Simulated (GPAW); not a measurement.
S vacancy in Nb2CS2, S K edge of atom 10, with 2 Nb at 2.46 Å and 1 Nb at 2.49 Å (distorted pyramidal). Method: GPAW, LDA, excited-electron core hole (neutral cell), 19-atom cell with 6.5 Å between holes, 5×5×4 k points, dipole transitions, Gaussian full width 0.9 eV up to 4 eV, rising linearly to 3.5 eV at 25 eV.

```
Nb S C
1.0
     6.53800    0.00000    0.00000
    -3.26900    5.66207    0.00000
     0.00000    0.00000    8.54700
Nb S C
8 7 4
Direct
  0.33333 0.16667 0.86964
  0.33018 0.66509 0.86058
  0.83491 0.16982 0.86058
  0.83491 0.66509 0.86058
  0.15712 0.34288 0.13215
  0.15712 0.81424 0.13215
  0.68576 0.34288 0.13215
  0.66667 0.83333 0.13572
  0.33173 0.66587 0.32409
  0.83413 0.16827 0.32409
  0.83413 0.66587 0.32409
  0.16751 0.33249 0.67592
  0.16751 0.83501 0.67592
  0.66499 0.33249 0.67592
  0.66667 0.83333 0.67838
  0.00082 0.00041 0.00183
  0.00000 0.50000 0.99943
  0.49959 0.00041 0.00183
  0.49959 0.49918 0.00183
```

Energy from the lowest empty level; a common scale on which the isotropic spectrum has a mean of 1 over the first 20 eV.

| E (eV) | curve 1 | curve 2 | curve 3 |
| --- | --- | --- | --- |
| -2.0 | 0.00 | 0.00 | 0.00 |
| -1.0 | 0.00 | 0.00 | 0.00 |
| 0.0 | 0.38 | 0.29 | 0.35 |
| 1.0 | 0.67 | 0.81 | 0.64 |
| 2.0 | 0.76 | 1.59 | 2.18 |
| 3.0 | 0.77 | 2.02 | 1.58 |
| 4.0 | 0.76 | 0.85 | 0.30 |
| 5.0 | 1.85 | 0.49 | 0.40 |
| 6.0 | 1.58 | 0.70 | 0.60 |
| 7.0 | 0.79 | 0.91 | 0.51 |
| 8.0 | 1.10 | 1.27 | 0.90 |
| 9.0 | 1.63 | 1.17 | 1.38 |
| 10.0 | 1.42 | 1.24 | 1.54 |
| 11.0 | 1.19 | 1.15 | 1.57 |
| 12.0 | 1.13 | 1.00 | 1.45 |
| 13.0 | 1.01 | 0.96 | 1.26 |
| 14.0 | 0.87 | 1.01 | 1.02 |
| 15.0 | 0.73 | 1.10 | 0.77 |
| 16.0 | 0.63 | 1.03 | 0.59 |
| 17.0 | 0.66 | 0.88 | 0.59 |
| 18.0 | 0.72 | 0.81 | 0.73 |
| 19.0 | 0.76 | 0.82 | 0.93 |
| 20.0 | 0.83 | 0.88 | 1.09 |
| 21.0 | 0.94 | 0.96 | 1.14 |
| 22.0 | 1.02 | 1.03 | 1.12 |
| 23.0 | 1.06 | 1.05 | 1.09 |
| 24.0 | 1.04 | 0.98 | 1.06 |
| 25.0 | 0.97 | 0.91 | 1.00 |
| 26.0 | 0.93 | 0.88 | 0.94 |
| 27.0 | 0.97 | 0.91 | 0.90 |

**Question.** The curves are for the electric vector along different Cartesian axes of the cell as given, for this one atom. Which is which?

Curve 1: along z, main maxima 0.6 eV (0.74), 5.0 eV (1.85), 9.1 eV (1.64) and 23.2 eV (1.06). Curve 2: along x, main maxima 3.1 eV (2.02), 8.0 eV (1.27) and 10.1 eV (1.25). Curve 3: along y, main maxima 2.3 eV (2.48), 10.8 eV (1.58) and 21.0 eV (1.14). A K edge sees empty p states; the first features are S p mixed into the empty d states of the Nb neighbours, and the broad ones above probably into the cations' higher empty bands. Each direction probes the empty orbitals that point along it. The hole lies in one spin channel, while the script sums the empty states of both and takes the lower zero; where the two channels are split, this blurs and shifts the curve. The cell shows no gap over 0.35 eV; the host's own band filling, the defect's levels or the functional may be the cause.

[Banner, clock and machine lines of the logs are left out without a mark of their own.]

[Logs are printed without paths, hosts, clocks, repeated set-up lines and the standing remarks that a program may print on its own settings, such as how far it seeks lower states.]

[Hosts, paths, dates, database ids (printed as entryN), source tags and the programs' standing remarks are cut or masked in the printed files.]

[Lists of maxima count a maximum above −3 eV only where it reaches 4 % of the highest in the window and stands out from its surroundings by 2 % of it (1.5 % where it reaches 55 %); shoulders and weaker maxima are passed over, and of the rest the first, up to two pre-edge ones and the few strongest are named.]
